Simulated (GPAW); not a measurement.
# How the form of the self-energy moves the gap of KZnF3 (Pm-3m)

Wanted: the gap of KZnF3 (Pm-3m) under several approximations, with cost.

Program: GPAW 26.7.0. Level of theory: PBE and many-body steps on it, plane waves. Results are calculated unless marked as measured.

### Step 1. Set-up

It takes space group Pm-3m (No. 221, cubic). Conventional cell: a = 4.050 Å, b = 4.050 Å, c = 4.050 Å, α = 90.00°, β = 90.00°, γ = 90.00°. Nearest to K lie 12 F at 2.86 Å. Nearest to Zn lie 6 F at 2.03 Å. Nearest to F lie 2 Zn at 2.03 Å and 4 K at 2.86 Å. Farther neighbours and most contacts between anions are not listed.

Coordinates:

```xyz
5
Lattice="4.0500 0.0000 0.0000 0.0000 4.0500 0.0000 0.0000 0.0000 4.0500" Properties=species:S:1:pos:R:3 pbc="T T T"
K     0.0000    0.0000    0.0000
Zn    2.0250    2.0250    2.0250
F     2.0250    2.0250    0.0000
F     0.0000    2.0250    2.0250
F     2.0250    0.0000    2.0250
```

The cell and positions come from the Crystallography Open Database and are kept as given unless a step says otherwise.

### Step 2. Empty states on the mesh, 4×4×4 mesh, 315 bands

This step: GPAW 26.7.0; DFT, PBE, plane waves, PAW.

The sums over transitions need many empty states on a uniform mesh; this step solves for them.

The input, run.py:

```python
import json
import numpy as np
from gpaw.mpi import world
from gpaw import GPAW

calc = GPAW('gs.gpw').fixed_density(kpts={'size': (4, 4, 4), 'gamma': True},
    parallel={'domain': 1, 'band': 1},
    txt='nscf.txt')
calc.diagonalize_full_hamiltonian(nbands=315)
calc.write('full.gpw', mode='all')
res = {}
kpts = calc.get_ibz_k_points()
res['kpts'] = kpts
res['eigenvalues'] = [calc.get_eigenvalues(kpt=k) for k in range(len(kpts))]
res['n_electrons'] = calc.get_number_of_electrons()

if world.rank == 0:
    with open('result.json', 'w') as f:
        json.dump(res, f, default=lambda x: x.tolist())
```

The run is started by

```
$ mpirun -n 4 gpaw python run.py
```

Numbers of over 12 decimals in the logs are rounded to 6 here.

Log:

```text
Diagonalizing LCAO Hamiltonian
Converting LCAO to pw mode
convergence criteria:
- Maximum integral of absolute [eigenst]ate change: 4e-08 eV^2 / valence electron
maximum number of iterations: 100

SCF iterations
|iter     |     time |      energy | eigst |  dens |
|iter:   1|  |             | +0.72 |       |
|iter:   2|  |             | +0.93 |       |
|iter:   3|  |             | +0.69 |       |
[...]
|iter:  21|  |             | -7.12 |       |
|iter:  22|  |             | -7.30 |       |
|iter:  23|  |             | -7.55c|       |
SCF steps: 23
  __  _  _
 | _ |_)|_||  |
 |__||  | ||/\| - 26.7.0

Input parameters:
  mode=PW(ecut=600.0),
  convergence={'density': 1e-06, 'bands': -3},
  gpts=array([24, 24, 24]),
  kpts=MonkhorstPack(size=(4, 4, 4), gamma=True),
  maxiter=100,
  nbands=29,
  occupations=Occupations(name='fermi-dirac', width=0.001, fixmagmom=False),
  parallel={'domain': 1, 'band': 1},
  xc=XC(name='PBE')
Matrix size: 2208x2208
# Writing to full.gpw (mode='all')
  [... matrices ...]

timing:  # [seconds]
  Total: 54.182  # ━━━━━━━━━━━━━━━━━━━━━━━━━━━━━━━━━━━━━━━━━━━━━━━━━━━━━━━━━━
```

Wall time 70 s (4 MPI ranks of Arm Neoverse N1, shared host); peak memory 2.3 GiB; 4.6 min of CPU time.

Numbers from this step:

```
gap                                                           : 3.811 eV
k of the valence top                                          : 0.5, 0.5, 0.5
k of the conduction bottom                                    : 0, 0, 0
least direct gap                                              : 5.670 eV
k points computed                                             : 10
lowest point of the top converged band, above the valence top : 150.4144 eV
```

On this mesh the gap is 3.811 eV.

### Step 3. G0W0, Godby-Needs plasmon pole

G0W0 replaces the xc potential by the self-energy, built once from these orbitals. Only a window of levels is corrected, while the sums run over the empty bands that the input names.

This step: G0W0 on PBE, plane waves, PAW.

The input, run.py:

```python
import json
import numpy as np
from gpaw.mpi import world
from gpaw.response.g0w0 import G0W0

gw = G0W0('full.gpw',
    filename='gw',
    kpts=[0, 9],
    bands=(19, 23),
    ecut=96,
    nbands=141,
    integrate_gamma='WS',
    ppa=True)
gw.calculate()
res = {mode: {k: v for k, v in r.items() if k != 'sigma_eskwn'}
       for mode, r in gw.all_results.items()}

if world.rank == 0:
    with open('result.json', 'w') as f:
        json.dump(res, f, default=lambda x: x.tolist())
```

The run is started by

```
$ mpirun -n 4 gpaw python run.py
```

Log:

```text
Using integrator: PointIntegrator
FrequencyGridDescriptor(from 0.000+0.000j to 0.000+27.211j eV, 2 points)
Nonperiodic BCs:  [False False False]
Using integrator: PointIntegrator
FrequencyGridDescriptor(from 0.000+0.000j to 0.000+27.211j eV, 2 points)
Nonperiodic BCs:  [False False False]
  ___  _ _ _
 |   || | | |
 | | || | | |
 |__ ||_____|
 |___|

BZ k-points: Symmetries present (total): 48

  [... matrices ...]
64 k-points: 4 x 4 x 4 Monkhorst-Pack grid + [1/8,1/8,1/8]
10 k-points in the irreducible part of the Brillouin zone
       k-points in crystal coordinates                weights
   0:     0.00000000    0.00000000    0.00000000          1/64
   1:     0.25000000    0.00000000    0.00000000          6/64
   2:     0.25000000    0.25000000    0.00000000         12/64
   3:     0.25000000    0.25000000    0.25000000          8/64
   4:     0.50000000    0.00000000    0.00000000          3/64
   5:     0.50000000    0.25000000    0.00000000         12/64
   6:     0.50000000    0.25000000    0.25000000         12/64
   7:     0.50000000    0.50000000    0.00000000          3/64
   8:     0.50000000    0.50000000    0.25000000          6/64
   9:     0.50000000    0.50000000    0.50000000          1/64

Distributing spins, k-points and bands (1 x 2 x 4) over 4 processes
Number of blocks: 1

Quasi particle states:
k-points (IBZ indices): [0, 9]
Band range: (19, 23)
  [... matrices ...]
Computational parameters:
Plane wave cut-off: 96 eV
Number of bands: 141
Coulomb cutoff: None
Broadening: 0.1 eV

fxc modes: GW
Kernel: RPA
Using Godby-Needs plasmon-pole approximation:
  Fitting energy: i*E0, E0 = 1.000 Hartree
Summing all q:

Calculating screened Coulomb potential
No Coulomb truncation
FrequencyGridDescriptor(from 0.000+0.000j to 0.000+27.211j eV, 2 points)
Removing empty qpoint cache files...

Calculating chi0 body with:
    Ground state adapter containing:
    Number of spins: 1
    Number of kpoints: 64
    Number of irreducible kpoints: 10
    Number of completely occupied states: 21
    Number of partially occupied states: 21
    Occupied states memory: 4.4296875 M / cpu

    Linear response parametrization:
    q_c: [0.0, 0.0, 0.0]
    Number of frequency points: 2
    Planewave cutoff: 96.0
    Number of bands: 141
    Number of planewaves: 147
    Broadening (eta): 1e-06
    comm.size: 4
    kncomm.size: 4
    blockcomm.size: 1

    Memory estimate of potentially large arrays:
        chi0_wGG: 0.659454 M / cpu
Integrating chi0 body.

Symmetries of q_c:
    Direct symmetries (Uq -> q): 48
    Indirect symmetries (TUq -> q): 0
In total 48 allowed symmetries.

  [... matrices ...]
10 groups of equivalent kpoints. 84.375% reduction.

Integral kind: response function
Integrating chi0 head and wings.

Symmetries of q_c:
    Direct symmetries (Uq -> q): 48
    Indirect symmetries (TUq -> q): 0
In total 48 allowed symmetries.

  [... matrices ...]
10 groups of equivalent kpoints. 84.375% reduction.

Integral kind: response function wings

Calculating chi0 body with:
    Ground state adapter containing:
    Number of spins: 1
    Number of kpoints: 64
    Number of irreducible kpoints: 10
    Number of completely occupied states: 21
    Number of partially occupied states: 21
    Occupied states memory: 4.4296875 M / cpu

    Linear response parametrization:
[... the further q-points ...]

Results:
f:      Occupation numbers
eps:     KS-eigenvalues [eV]
vxc:     KS vxc [eV]
exx:     Exact exchange [eV]
sigma:   Self-energies [eV]
dsigma:  Self-energy derivatives
Z:       Renormalization factors
qp:      QP-energies [eV]

k-point 0 (0): (0.000, 0.000, 0.000)                GW
band       f     eps     vxc     exx   sigma  dsigma       Z      qp
                                                                   GW
  19   1.000  -0.061 -23.825 -31.388   5.260  -0.251   0.800  -1.902
  20   1.000  -0.061 -23.825 -31.388   5.260  -0.251   0.800  -1.902
  21   0.000   5.610 -14.336  -9.331  -3.248  -0.143   0.875   7.147
  22   0.000  10.491 -10.366  -4.985  -3.195  -0.120   0.893  12.442

k-point 1 (9): (0.500, 0.500, 0.500)                GW
band       f     eps     vxc     exx   sigma  dsigma       Z      qp
                                                                   GW
  19   1.000   1.799 -34.380 -43.018   5.763  -0.232   0.812  -0.535
  20   1.000   1.799 -34.380 -43.018   5.763  -0.232   0.812  -0.535
  21   0.000  10.223 -11.960  -6.466  -3.383  -0.134   0.882  12.086
  22   0.000  10.223 -11.960  -6.466  -3.383  -0.134   0.882  12.086
```

Run time: 100 s. Hardware: 4 MPI ranks; peak memory 1.6 GiB.

Numbers from this step:

| Quantity | Value |
| --- | --- |
| G0W0 gap on the points computed | 7.682 eV |
| least direct G0W0 gap on the computed points | 9.049 eV |
| Z at the valence top | 0.8117 |
| Z at the conduction bottom | 0.8747 |
| starting gap on the mesh | 3.811 eV |
| k of the valence top | 0.5, 0.5, 0.5 |
| k of the conduction bottom | 0, 0, 0 |

The gap on the mesh goes from 3.81 eV to 7.68 eV, a correction of +3.87 eV.

### Step 4. One-shot HSE06

This step: one-shot HSE06 levels on PBE orbitals, plane waves, PAW.

The input, run.py:

```python
import json
import numpy as np
from gpaw.mpi import world
from gpaw.hybrids.eigenvalues import non_self_consistent_eigenvalues

dft, vxc, vxc_hyb = non_self_consistent_eigenvalues('full.gpw', 'HSE06', 19, 23, kpt_indices=[0, 9])
res = {'dft': dft[0], 'hybrid': (dft - vxc + vxc_hyb)[0]}
if world.rank == 0:
    with open('hybrid.txt', 'w') as f:
        for k, e0, e1 in zip([0, 9], res['dft'], res['hybrid']):
            print(k, ' '.join(f'{x:9.4f}' for x in e0), '|', ' '.join(f'{x:9.4f}' for x in e1), file=f)

if world.rank == 0:
    with open('result.json', 'w') as f:
        json.dump(res, f, default=lambda x: x.tolist())
```

The run is started by

```
$ mpirun -n 4 gpaw python run.py
```

Log:

```text
IBZ(<points: 10, symmetries: 48>)
Occupied bands: 21
Transforming wave functions from IBZ to BZ: 0.077 seconds
Distributing wave functions and iFFT-ing to real space: 0.586 seconds
Calculating eigenvalues:
  k-points: 2
  Bands: 19-22 (inclusive)
  Seconds: 2.208 (wave-function broadcasting: 0.022 seconds)
HSE06-eigenvalue shifts:
  min: -2.099 eV
  ave: -0.708 eV
  max: 0.600 eV
```

Elapsed: 7.3 s, on 4 MPI ranks; peak memory 1 GiB.

Numbers from this step:

* starting gap on the mesh: 3.811 eV
* hybrid gap on the mesh: 6.348 eV
* least direct hybrid gap on the computed points: 7.941 eV

(Part 1 of 2 ends here.)

[Paths, hosts, dates, memory and timing lines, banners, echoed tables and standing remarks are left out of the program output.]

[Logs are printed without paths, hosts, clocks, repeated set-up lines and the standing remarks that a program may print on its own settings, such as how far it seeks lower states.]

[Runs of the session that timed out or met a known fault of the program may be left out.]

[Hosts, paths, dates, database ids (printed as entryN), source tags and the programs' standing remarks are cut or masked in the printed files.]
